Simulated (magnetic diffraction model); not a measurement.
# Magnetic neutron pattern of HoMg4Si2

Space group I4/mcm (no. 140), a = 8.2840 Å, c = 8.4320 Å.

```csv
site,atom,x,y,z
4a,Ho,0,0,3/4
8h,Si,0.1593,0.3407,1/2
16l,Mg,0.1377,0.6377,0.3402
```

This is a made-up structure (elements placed in a structure type, unrelaxed), so the numbers test the method and describe no known phase.

Only Ho is taken to order (form factors of Ho3+); orders and moment sizes are assumed, and not adapted to the symmetry. Radiation: neutrons of λ = 1.8 Å, 1.5° to 60°; isotropic B of 0.37 Å² (Ho), 0.51 Å² (Si) and 0.65 Å² (Mg). The intensities are simulated: I ∝ L Σ (|F_N|² + |F_M⊥|²) for unpolarised neutrons, with F_M = 2.695 fm/μB × Σ f(s) S exp(2πi Q·r) exp(−B s²) at Q = H ± k (one set where k and −k are equivalent), only the part normal to Q counting and L = 1/(sin²θ cos θ). For a modulated order the moment at position r is S exp(−2πi k·r) + c.c., with S = m/2 for a sine wave of amplitude m and S = m(u + iv)/2 for moments turning in a plane, u and v being orthogonal unit vectors in it; the phase factor of the sum at Q = H + k is then exp(2πi H·r). Form factors are spin-only for 3d ions and dipole or tabulated for f ions, scattering lengths are Sears's of 1992, and absorption is left out. A label names one of the reflections at its angle. The strongest nuclear line in the range is 100, and lines under 0.2 are left out.

Assume the order k = (0.189 0 0), a sine wave with moments along [001] (amplitudes given), 9.5 μB on Ho; signs + at (0, 0, 3/4), + at (0, 0, 1/4).

Q: Where does magnetic intensity appear, and how strong is it?

```
2θ (°)        index  nuclear  magnetic
  2.35  (0.189 0 0)      0.0    1524.7
 16.08  (0.811 1 0)      0.0      62.9
 17.68      (1 1 0)      3.9       0.0
 19.43  (1.189 1 0)      0.0      42.4
 22.69  (1.811 0 0)      0.0      15.2
 24.65      (0 0 2)      6.8       0.0
 24.77  (0.189 0 2)      0.0       0.2
 25.10      (2 0 0)      0.2       0.0
 25.21  (0.189 2 0)      0.0      24.3
 27.52  (2.189 0 0)      0.0      10.0
 29.57  (0.811 1 2)      0.0      10.3
 30.50      (1 1 2)     10.1       0.0
 30.77      (2 1 1)      2.4       0.0
 31.58  (1.189 1 2)      0.0      11.4
 33.75  (1.811 0 2)      0.0       5.8
 34.09  (1.811 2 0)      0.0      12.4
 35.47      (2 0 2)     17.5       0.0
 35.55  (0.189 2 2)      0.0      11.5
 35.79      (2 2 0)      8.5       0.0
 37.27  (2.189 0 2)      0.0       5.6
 37.58  (2.189 2 0)      0.0       9.9
 37.83  (2.811 1 0)      0.0       9.8
 39.47  (0.811 3 0)      0.0       8.8
 40.19      (3 1 0)     80.9       0.0
 41.05  (1.189 3 0)      0.0       8.1
 42.52  (1.811 2 2)      0.0       9.7
 42.58  (3.189 1 0)      0.0       7.4
 43.95      (2 2 2)      5.4       0.0
 45.47  (2.189 2 2)      0.0       8.7
 45.68  (2.811 1 2)      0.0       8.7
 47.09  (0.811 3 2)      0.0       8.2
 47.40      (2 1 3)    100.0       0.0
 47.72      (3 1 2)     14.9       0.0
 47.91      (3 2 1)      4.6       0.0
 48.47  (1.189 3 2)      0.0       7.8
 48.92  (3.811 0 0)      0.0       2.6
 49.82  (3.189 1 2)      0.0       7.5
 51.52      (4 0 0)     13.4       0.0
 51.58  (0.189 4 0)      0.0       4.6
 53.06  (2.811 3 0)      0.0       4.3
 53.39  (0.811 1 4)      0.0       0.8
 53.97      (1 1 4)     10.4       0.0
 54.14  (4.189 0 0)      0.0       2.0
 54.66  (1.189 1 4)      0.0       1.1
 54.84      (4 1 1)      1.0       0.0
 54.90      (3 3 0)      9.5       0.0
 55.53  (3.811 0 2)      0.0       3.0
 55.76  (3.811 2 0)      0.0       3.8
```
(The table stops after 48 lines; 11 more lie at higher angle.)

The strongest magnetic line in the range is (0.189 0 0) at 2.35° (1524.7). On top of the Lorentz factor, which all lines share, magnetic lines fade with angle because f falls: for Ho3+ it is 0.96, 0.85, 0.71 and 0.44 at sin θ/λ = 0.1, 0.2, 0.3 and 0.5 Å⁻¹, while nuclear lengths stay constant. The order has no net moment.

[Logs are printed without paths, hosts, clocks, repeated set-up lines and the standing remarks that a program may print on its own settings, such as how far it seeks lower states.]
